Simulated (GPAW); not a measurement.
Consider ZrB2 (P6/mmm).

```xyz
3
Lattice="3.1700 0.0000 0.0000 -1.5850 2.7453 0.0000 0.0000 0.0000 3.5330" Properties=species:S:1:pos:R:3 pbc="T T T"
Zr    0.0000    0.0000    0.0000
B     1.5850    0.9151    1.7665
B     0.0000    1.8302    1.7665
```

Absorber: atom 2, with 3 B at 1.83 Å (trigonal planar, site symmetry -6m2). Method: GPAW, LDA, excited-electron core hole (neutral cell), 18-atom cell with 5.5 Å between holes, 5×5×4 k points, dipole transitions, Gaussian full width 0.9 eV up to 4 eV, rising linearly to 3.5 eV at 25 eV.

Question: Where do the maxima of the B K edge fall?

Main maxima up to 24 eV above the zero (height): 1.2 eV (0.96), 5.0 eV (1.83) and 8.7 eV (1.67). A K edge sees empty p states on the absorber. The total-energy difference is 190.88 eV. One term is added: -5.56 eV, since the hole is spin-paired here and a spin-polarised one costs that much less in the free atom (computed apart). The photon energy is then 185.32 eV. The functional leaves an error in such absolute values: in the free atom LDA prices this hole 2.2 eV below PBE (computed apart), and PBE is itself good to a few eV.

The B K spectrum (energy from the lowest empty level; intensity scaled to a mean of 1 over the first 20 eV; polarised curves are means over the symmetry-equivalent atoms):

| E (eV) | isotropic | ε ⊥ c | ε ∥ c |
| --- | --- | --- | --- |
| -2.0 | 0.00 | 0.00 | 0.00 |
| -1.5 | 0.00 | 0.00 | 0.00 |
| -1.0 | 0.00 | 0.00 | 0.00 |
| -0.5 | 0.06 | 0.05 | 0.08 |
| 0.0 | 0.34 | 0.27 | 0.48 |
| 0.5 | 0.74 | 0.58 | 1.07 |
| 1.0 | 0.93 | 0.80 | 1.20 |
| 1.5 | 0.91 | 0.88 | 0.96 |
| 2.0 | 0.77 | 0.83 | 0.64 |
| 2.5 | 0.90 | 1.02 | 0.66 |
| 3.0 | 1.10 | 1.14 | 1.02 |
| 3.5 | 1.20 | 1.17 | 1.25 |
| 4.0 | 1.34 | 1.20 | 1.62 |
| 4.5 | 1.67 | 1.14 | 2.72 |
| 5.0 | 1.83 | 1.16 | 3.17 |
| 5.5 | 1.67 | 1.37 | 2.29 |
| 6.0 | 1.46 | 1.28 | 1.80 |
| 6.5 | 1.38 | 1.24 | 1.66 |
| 7.0 | 1.50 | 1.56 | 1.38 |
| 7.5 | 1.61 | 1.90 | 1.03 |
| 8.0 | 1.63 | 2.09 | 0.73 |
| 8.5 | 1.66 | 2.20 | 0.58 |
| 9.0 | 1.66 | 2.18 | 0.60 |
| 9.5 | 1.55 | 1.99 | 0.67 |
| 10.0 | 1.38 | 1.72 | 0.69 |
| 10.5 | 1.19 | 1.43 | 0.71 |
| 11.0 | 1.07 | 1.23 | 0.74 |
| 11.5 | 1.01 | 1.13 | 0.77 |
| 12.0 | 0.98 | 1.08 | 0.77 |
| 12.5 | 0.93 | 1.04 | 0.72 |
| 13.0 | 0.87 | 1.00 | 0.62 |
| 13.5 | 0.81 | 0.96 | 0.51 |
| 14.0 | 0.77 | 0.95 | 0.43 |
| 14.5 | 0.74 | 0.92 | 0.39 |
| 15.0 | 0.70 | 0.85 | 0.39 |
| 15.5 | 0.62 | 0.74 | 0.39 |
| 16.0 | 0.52 | 0.59 | 0.37 |
| 16.5 | 0.42 | 0.45 | 0.35 |
| 17.0 | 0.34 | 0.34 | 0.35 |
| 17.5 | 0.30 | 0.27 | 0.37 |
| 18.0 | 0.30 | 0.23 | 0.43 |
| 18.5 | 0.31 | 0.22 | 0.51 |
| 19.0 | 0.34 | 0.22 | 0.59 |
| 19.5 | 0.37 | 0.23 | 0.65 |
| 20.0 | 0.40 | 0.26 | 0.68 |
| 20.5 | 0.43 | 0.29 | 0.69 |
| 21.0 | 0.46 | 0.34 | 0.70 |
| 21.5 | 0.51 | 0.40 | 0.73 |
| 22.0 | 0.57 | 0.47 | 0.77 |
| 22.5 | 0.63 | 0.54 | 0.82 |
| 23.0 | 0.69 | 0.61 | 0.85 |
| 23.5 | 0.72 | 0.66 | 0.86 |
| 24.0 | 0.74 | 0.69 | 0.84 |
| 24.5 | 0.73 | 0.69 | 0.82 |
| 25.0 | 0.71 | 0.68 | 0.78 |
| 25.5 | 0.67 | 0.63 | 0.75 |
| 26.0 | 0.62 | 0.58 | 0.71 |
| 26.5 | 0.57 | 0.52 | 0.68 |
| 27.0 | 0.52 | 0.46 | 0.64 |
| 27.5 | 0.48 | 0.42 | 0.60 |
| 28.0 | 0.45 | 0.40 | 0.56 |
| 28.5 | 0.44 | 0.41 | 0.52 |
| 29.0 | 0.44 | 0.43 | 0.48 |
| 29.5 | 0.45 | 0.45 | 0.46 |
| 30.0 | 0.46 | 0.46 | 0.46 |
| 30.5 | 0.46 | 0.47 | 0.46 |
| 31.0 | 0.46 | 0.46 | 0.48 |
| 31.5 | 0.46 | 0.44 | 0.50 |

The holes are only 5.5 Å apart, so the shape is probably not converged with cell size; no larger cell was run here. The mesh is coarse (0.26 Å⁻¹ between points), so small maxima may be mesh ripples. Lifetime broadening is put in by hand, and intensities beyond about 20 eV depend on it and on the partial waves; weight that the partial waves miss at high energy is lost. The structure is a published determination, not relaxed.

[Banner, clock and machine lines of the logs are left out without a mark of their own.]

[Logs are printed without paths, hosts, clocks, repeated set-up lines and the standing remarks that a program may print on its own settings, such as how far it seeks lower states.]

[Hosts, paths, dates, database ids (printed as entryN), source tags and the programs' standing remarks are cut or masked in the printed files.]

[Lists of maxima count a maximum above −3 eV only where it reaches 4 % of the highest in the window and stands out from its surroundings by 2 % of it (1.5 % where it reaches 55 %); shoulders and weaker maxima are passed over, and of the rest the first, up to two pre-edge ones and the few strongest are named.]
